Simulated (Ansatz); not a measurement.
## NaI (Fm-3m): the PBE gap against the k mesh of the density

Wanted: the cheapest k mesh of the density that holds the PBE gap of NaI (Fm-3m).

Main program and level: Ansatz 0.2.0; DFT, PBE, plane waves, PAW.

### Step 1. Set-up

Symmetry: Fm-3m, No. 225, cubic system. The conventional cell has a = 6.473 Å, b = 6.473 Å, c = 6.473 Å, α = 90.00°, β = 90.00°, γ = 90.00°. Na has 6 I at 3.24 Å nearest. I has 6 Na at 3.24 Å nearest. Farther neighbours and most contacts between anions are not listed.

The cell and positions come from the Crystallography Open Database and are kept as given unless a step says otherwise. Spin-orbit coupling is left out unless a step names it. The default PAW set here is soft_2. Its files were made with PBE.

### Step 2. k mesh of the density: 2×2×2

input.yaml reads:

```yaml
crystal:
  lattice:
    - [0.0, 3.2364, 3.2364]
    - [3.2364, 0.0, 3.2364]
    - [3.2364, 3.2364, 0.0]
  atoms:
    - { symbol: Na, position: [0.0, 0.0, 0.0] }
    - { symbol: I, position: [0.5, 0.5, 0.5] }
kpoints:
  mp_grid: { grid: [2, 2, 2] }
  band_path:
    path:
      - [0.0, 0.0, 0.0]
      - [0.5, 0.0, 0.5]
      - [0.625, 0.25, 0.625]
      - [0.375, 0.375, 0.75]
      - [0.5, 0.5, 0.5]
      - [0.5, 0.25, 0.75]
    npoints: 1
hamiltonian:
  xc: pbe
scf:
  occupations: { method: fixed }
  n_extra_bands: 4
output:
  eigenvalues: true
```

Launch:

```
$ ansatz run input.yaml --threads 3 --pin off --max-ram 92160MiB --backend cuda --events-out ev --progress --plain --runs-dir out --devices 1 --max-vram 13GiB
```

Numbers of over 12 decimals in the logs are rounded to 6 here.

What it wrote:

```text
scf.n_extra_bands = 4 over 13 filled bands (N_el = 26.0): the run solves 17 bands
GPUs: using 1 of 1 available (devices: 1).
Engine: ansatz 0.2.0, x86_64-unknown-linux-gnu
Pseudopotentials: kind: paw
Pseudopotential: Na, paw, valence charge 9, recommended cutoff 420 eV (normal), Na.paw.azcp
Pseudopotential: I, paw, valence charge 17, recommended cutoff 420 eV (normal), I.paw.azcp
Functional definition: PBE
  parameter kappa = 0.804
  parameter beta = 0.066725
  exchange = pbe_x(kappa = kappa, mu = beta*pi^2/3)
  correlation = pbe_c(beta = beta)
device memory: the entry about to start is reckoned to put 1.5 GiB on a device that reports 49.4 GiB free (of which the cap on the GPU budget leaves the run 13.0 GiB)
GPU FFT provider: cuFFT
GPU libraries: cuBLAS 13.8.2, cuFFT 12.4.0, cuSOLVER 12.3.4
Crystal: 2 atoms, lattice volume = 67.798 Å³
Basis set: ecut = 420 eV, 1363 PW (Γ)
Bands: 17, of which v1, the nominal top of the filled ones, is band 13 counted from 1 (12 counted from 0)
Symmetry: 48 space group operations
Space group: Fm-3m (ITA 225), of the structure as read, at distance tolerance 4.1e-5 Å
k-points: 3 of 8
Non-local potential: Na, projectors of the file, l = 0: 3, l = 1: 2, l = 2: 1
Non-local potential: I, projectors of the file, l = 0: 2, l = 1: 2, l = 2: 2, l = 3: 2
PAW form: soft (Blöchl's): semilocal exchange-correlation on the pseudo side does not see the compensation charge
PAW one-centre angular grid: Na, 110 points (default); XC on 64 Gauss nodes
PAW one-centre angular grid: I, 590 points (default); XC on 64 Gauss nodes
Initial density: superposition of atomic densities (neutral atoms: chi_scale 0, normalization atom), corrected by the library's trained network
Initial wavefunctions: pseudopotential atomic-orbital guess
GPU buffer pool allocated for 32768 grid points (all kernels)
GPU transforms: local potential and band sums: pruned to the plane-wave sphere, on 30×32×32
Functional: x = pbe(κ = 0.804, μ = 0.219515), c = pbe(β = 0.066725)
SCF iter   1: F=—  HF=-9001.472234 eV  |F-HF|=—  |Δ(HF+E_count)|=         —  Δρ=4.29e-3  dr2=3.33e-2  ethr=1.77e-3  ⟨swp⟩=5.0  Hψ=226  notcnv=0  defer=3
preconditioner: auto → none  [insulator: Δε(μ)=3.642 eV  Ē_g=10.719 eV  n_scr=14 (ndim 8)  ℏωp=12.8 eV  f_vac=0.068  ε∞_Penn≈2.4]
SCF iter   2: F=—  HF=-9001.464002 eV  |F-HF|=—  |Δ(HF+E_count)|=   8.23e-3  Δρ=1.27e-3  dr2=1.03e-3  ethr=1.28e-4  ⟨swp⟩=4.0  Hψ=128  notcnv=0  defer=3
SCF iter   3: F=—  HF=-9001.464101 eV  |F-HF|=—  |Δ(HF+E_count)|=   9.85e-5  Δρ=5.55e-4  dr2=2.25e-4  ethr=3.95e-6  ⟨swp⟩=2.0  Hψ=96  notcnv=0  defer=3
SCF iter   4: F=—  HF=-9001.464306 eV  |F-HF|=—  |Δ(HF+E_count)|=   2.05e-4  Δρ=1.16e-4  dr2=6.11e-6  ethr=8.65e-7  ⟨swp⟩=3.0  Hψ=87  notcnv=0  defer=3
SCF iter   5: F=—  HF=-9001.464427 eV  |F-HF|=—  |Δ(HF+E_count)|=   1.21e-4  Δρ=1.13e-5  dr2=1.28e-7  ethr=2.35e-8  ⟨swp⟩=2.0  Hψ=63  notcnv=0  defer=3
SCF iter   6: F=-9001.464427 eV  HF=-9001.464427 eV  |F-HF|=2.15e-9  |Δ(HF+E_count)|=   1.07e-8  Δρ=2.88e-6  dr2=4.57e-9  ethr=3.85e-10  ⟨swp⟩=7.0  Hψ=225  notcnv=0
SCF 1 converged in 6 iterations: F = -9001.464427 eV  dr2 = 4.57e-9
[...]
device memory: the entry about to start is reckoned to put 0.9 GiB on a device that reports 51.4 GiB free (of which the cap on the GPU budget leaves the run 13.0 GiB)
NSCF: frozen V_eff on 6 k-points
SCF converged after 6 iterations
Free energy (F): -9001.464427 eV
Harris-Foulkes:  -9001.464427 eV  (|F-HF|=2.15e-9)
Internal energy: -9001.464427 eV  (E = F + TS)
E sigma→0 (E₀):  -9001.464427 eV
Fermi energy:    3.207315 eV
--- Per-component energies (eV) ---
  E_band       = -610.186358
  E_kinetic    = 311.273273
  E_local      = -3355.326785  (includes V_loc(G=0)·N_el)
  E_nonlocal   = 25.641911
  E_hartree    = 1523.625319
  E_xc         = -167.613668
  E_vxc        = -179.464248  (∫ρ·V_xc dr)
  E_paw        = -5081.214319  (= ΣΔE_a)
  E_vpaw       = -459.565379  (= ΣTr[D̂ρ^β])
  E_aug_tail   = -0.000041  (compensation charges beyond the density's cutoff)
  E_ewald      = -2257.850118
  E_smearing   = -0.000000  (= −TS)
  E_closure    = -0.000000  (closes the sum)
  Σ components = -9001.464427   (vs F -9001.464427, Δ=0.00e0)
--- Band table (eV) ---
  k-point 0: bands = [... 9 lower, -7.7656, 3.2073, 3.2073, 3.2073, 6.7832, 11.0813, 11.0813, 11.0813]
  k-point 1: bands = [... 9 lower, -7.4444, 0.9890, 2.9220, 2.9220, 8.2422, 10.5665, 10.5665, 11.8544]
  k-point 2: bands = [... 9 lower, -7.3648, 1.2755, 2.4486, 2.4486, 7.5780, 8.7059, 13.0811, 14.4247]
```

Run time: 7.9 s. Hardware: 1 × NVIDIA H100 80GB HBM3 (shared by 6 runs) with 3 threads of AMD EPYC 7R13 (Zen 3), shared host; peak memory 0.91 GiB; 2.7 s of CPU time.

In the SCF lines HF is the Harris–Foulkes energy and dr2 the Hartree energy of the density residual, in eV; the loop may stop once dr2 is under the threshold and the program's other checks hold. Hψ counts applications of the Hamiltonian.

Numbers from this step:

```
gap                  : 3.576 eV
valence top at       : Γ
conduction bottom at : Γ
least direct gap     : 3.576 eV
```

The gap is direct, at Γ.

### Step 3. k mesh of the density: 4×4×4

Changes to input.yaml since step 2:

```diff
@@ -9,3 +9,3 @@
 kpoints:
-  mp_grid: { grid: [2, 2, 2] }
+  mp_grid: { grid: [4, 4, 4] }
   band_path:
```

What it wrote:

```text
[...]
GPUs: using 1 of 1 available (devices: 1).
[...]
GPU FFT provider: cuFFT
GPU libraries: cuBLAS 13.8.2, cuFFT 12.4.0, cuSOLVER 12.3.4
Crystal: 2 atoms, lattice volume = 67.798 Å³
Basis set: ecut = 420 eV, 1363 PW (Γ)
Bands: 17, of which v1, the nominal top of the filled ones, is band 13 counted from 1 (12 counted from 0)
Symmetry: 48 space group operations
[...]
k-points: 8 of 64
[...]
E sigma→0 (E₀):  -9001.877046 eV
Fermi energy:    3.038398 eV
[...]
--- Band table (eV; the first three rows and the last of 8) ---
  k-point 0: bands = [... 9 lower, -7.9769, 3.0384, 3.0384, 3.0384, 6.6804, 10.9971, 10.9971, 10.9971]
  k-point 1: bands = [... 9 lower, -7.8268, 1.7489, 2.8918, 2.8918, 7.9672, 10.5540, 11.0290, 11.0290]
  k-point 2: bands = [... 9 lower, -7.6643, 0.8599, 2.7576, 2.7576, 8.1358, 10.5021, 10.5021, 11.7694]
  k-point 7: bands = [... 9 lower, -7.5788, 1.6332, 1.6332, 2.1076, 8.8669, 10.5348, 10.5348, 10.9589]
[key lines of the parts left out:]
SCF converged after 8 iterations
Free energy (F): -9001.877046 eV
```

Elapsed: 9.2 s, on 1 × NVIDIA H100 80GB HBM3 (shared by 6 runs) with 3 threads; peak memory 0.91 GiB; 4.1 s of CPU time.

Numbers from this step:

```yaml
gap: 3.642 eV
valence_top_at: Γ
conduction_bottom_at: Γ
least_direct_gap: 3.642 eV
```

The gap is 3.642 eV, +0.066 eV from the run before at this level.

### Step 4. k mesh of the density: 6×6×6 (the default)

input.yaml, the sections that differ from step 3:

```yaml
kpoints:
  mp_grid: { grid: [6, 6, 6] }
  band_path:
    path:
      - [[0.0, 0.0, 0.0], [0.5, 0.0, 0.5], [0.625, 0.25, 0.625]]
      - [[0.375, 0.375, 0.75], [0.0, 0.0, 0.0], [0.5, 0.5, 0.5], [0.5, 0.25, 0.75], [0.5, 0.0, 0.5]]
    npoints: 10
scf:
  occupations: { method: fermi_dirac, width: 0.02 }
  n_extra_bands: 4
output:
  eigenvalues: true
  write_density: true
  write_potential: true
  elf: true
  volumetric_format: npy
# crystal, hamiltonian: as in step 3
```

What it wrote:

```text
[...]
GPUs: using 1 of 1 available (devices: 1).
[...]
GPU FFT provider: cuFFT
GPU libraries: cuBLAS 13.8.2, cuFFT 12.4.0, cuSOLVER 12.3.4
Crystal: 2 atoms, lattice volume = 67.798 Å³
Basis set: ecut = 420 eV, 1363 PW (Γ)
Bands: 17, of which v1, the nominal top of the filled ones, is band 13 counted from 1 (12 counted from 0)
Symmetry: 48 space group operations
[...]
k-points: 16 of 216
[...]
Fermi energy:    4.867444 eV
[...]
--- Band table (eV; the first three rows and the last of 16) ---
  k-point 0: bands = [... 9 lower, -7.9836, 3.0331, 3.0331, 3.0331, 6.6773, 10.9945, 10.9945, 10.9945]
  k-point 1: bands = [... 9 lower, -7.9100, 2.3012, 2.9581, 2.9581, 7.4881, 10.5009, 11.1836, 11.1836]
  k-point 2: bands = [... 9 lower, -7.7541, 1.2739, 2.8181, 2.8181, 8.1409, 10.7585, 10.7585, 11.0380]
  k-point 15: bands = [... 9 lower, -7.5879, 1.3663, 1.9303, 2.1473, 8.3967, 9.5480, 11.6148, 11.6742]
[key lines of the parts left out:]
SCF converged after 7 iterations
Free energy (F): -9001.882578 eV
```

It took 3 s on 1 × NVIDIA H100 80GB HBM3 (shared by 6 runs) with 3 threads; peak memory 0.93 GiB.

Numbers from this step:

```yaml
gap: 3.644 eV
valence_top_at: Γ
conduction_bottom_at: Γ
least_direct_gap: 3.644 eV
```

The gap is 3.644 eV, +0.002 eV from the run before at this level.

### Step 5. k mesh of the density: 10×10×10

input.yaml, the sections that differ from step 4:

```yaml
kpoints:
  mp_grid: { grid: [10, 10, 10] }
  band_path:
    path:
      - [0.0, 0.0, 0.0]
      - [0.5, 0.0, 0.5]
      - [0.625, 0.25, 0.625]
      - [0.375, 0.375, 0.75]
      - [0.5, 0.5, 0.5]
      - [0.5, 0.25, 0.75]
    npoints: 1
scf:
  occupations: { method: fixed }
  n_extra_bands: 4
output:
  eigenvalues: true
# crystal, hamiltonian: as in step 4
```

What it wrote:

```text
[...]
GPUs: using 1 of 1 available (devices: 1).
[...]
GPU FFT provider: cuFFT
GPU libraries: cuBLAS 13.8.2, cuFFT 12.4.0, cuSOLVER 12.3.4
Crystal: 2 atoms, lattice volume = 67.798 Å³
Basis set: ecut = 420 eV, 1363 PW (Γ)
Bands: 17, of which v1, the nominal top of the filled ones, is band 13 counted from 1 (12 counted from 0)
Symmetry: 48 space group operations
[...]
k-points: 47 of 1000
[...]
Fermi energy:    3.033136 eV
[...]
--- Band table (eV; the first three rows and the last of 47) ---
  k-point 0: bands = [... 9 lower, -7.9835, 3.0331, 3.0331, 3.0331, 6.6773, 10.9945, 10.9945, 10.9945]
  k-point 1: bands = [... 9 lower, -7.9557, 2.7213, 3.0041, 3.0041, 7.0314, 10.7186, 11.1030, 11.1030]
  k-point 2: bands = [... 9 lower, -7.8811, 2.0749, 2.9305, 2.9305, 7.7080, 10.4649, 11.1556, 11.1556]
  k-point 46: bands = [... 9 lower, -7.5865, 1.4627, 1.8096, 2.1198, 8.6609, 9.9161, 11.1837, 11.2503]
[key lines of the parts left out:]
SCF converged after 10 iterations
Free energy (F): -9001.882719 eV
```

Run time: 6.8 s. Hardware: 1 × NVIDIA H100 80GB HBM3 (shared by 6 runs) with 3 threads; peak memory 0.92 GiB.

Numbers from this step:

* gap: 3.644 eV
* valence top at: Γ
* conduction bottom at: Γ
* least direct gap: 3.644 eV

The gap is 3.644 eV, as in the run before at this level.

### Step 6. The series

Differences are against the last row; a negative gap means that bands overlap, and a run with a band path holds that path's time. Times are wall times on 1 × NVIDIA H100 80GB HBM3 (shared by 6 runs) with 3 threads of AMD EPYC 7R13 (Zen 3), shared host, good to a factor of about two.

```
k mesh of the density  gap (eV)  direct gap (eV)  gap error (eV)  energy error (meV/atom)  irreducible k   time
                2×2×2     3.576            3.576          −0.068                   +209.1              3  7.9 s
                4×4×4     3.642            3.642          −0.002                     +2.8              8  9.2 s
                6×6×6     3.644            3.644         +0.0001                     +0.1             16    3 s
             10×10×10     3.644            3.644          +0.000                     +0.0             47  6.8 s
```

### Step 7. Summary of results

```
2×2×2    : 3.576 eV
4×4×4    : 3.642 eV
6×6×6    : 3.644 eV
10×10×10 : 3.644 eV
```

The gap holds to 0.02 eV from 4×4×4 on. At 2×2×2 the gap is off by −0.068 eV and the energy by +209 meV/atom. The gap is read over the mesh and added points near the edges, so meshes differ mainly through the density and, for a hybrid, the exchange operator.

[Paths, hosts, dates, memory and timing lines, banners, echoed tables and standing remarks are left out of the program output.]

[Logs are printed without paths, hosts, clocks, repeated set-up lines and the standing remarks that a program may print on its own settings, such as how far it seeks lower states.]

[Runs of the session that timed out or met a known fault of the program may be left out.]

[Cells called generated may have been cut or substituted from an entry of the Crystallography Open Database or the Materials Project.]

[Hosts, paths, dates, database ids (printed as entryN), source tags and the programs' standing remarks are cut or masked in the printed files.]
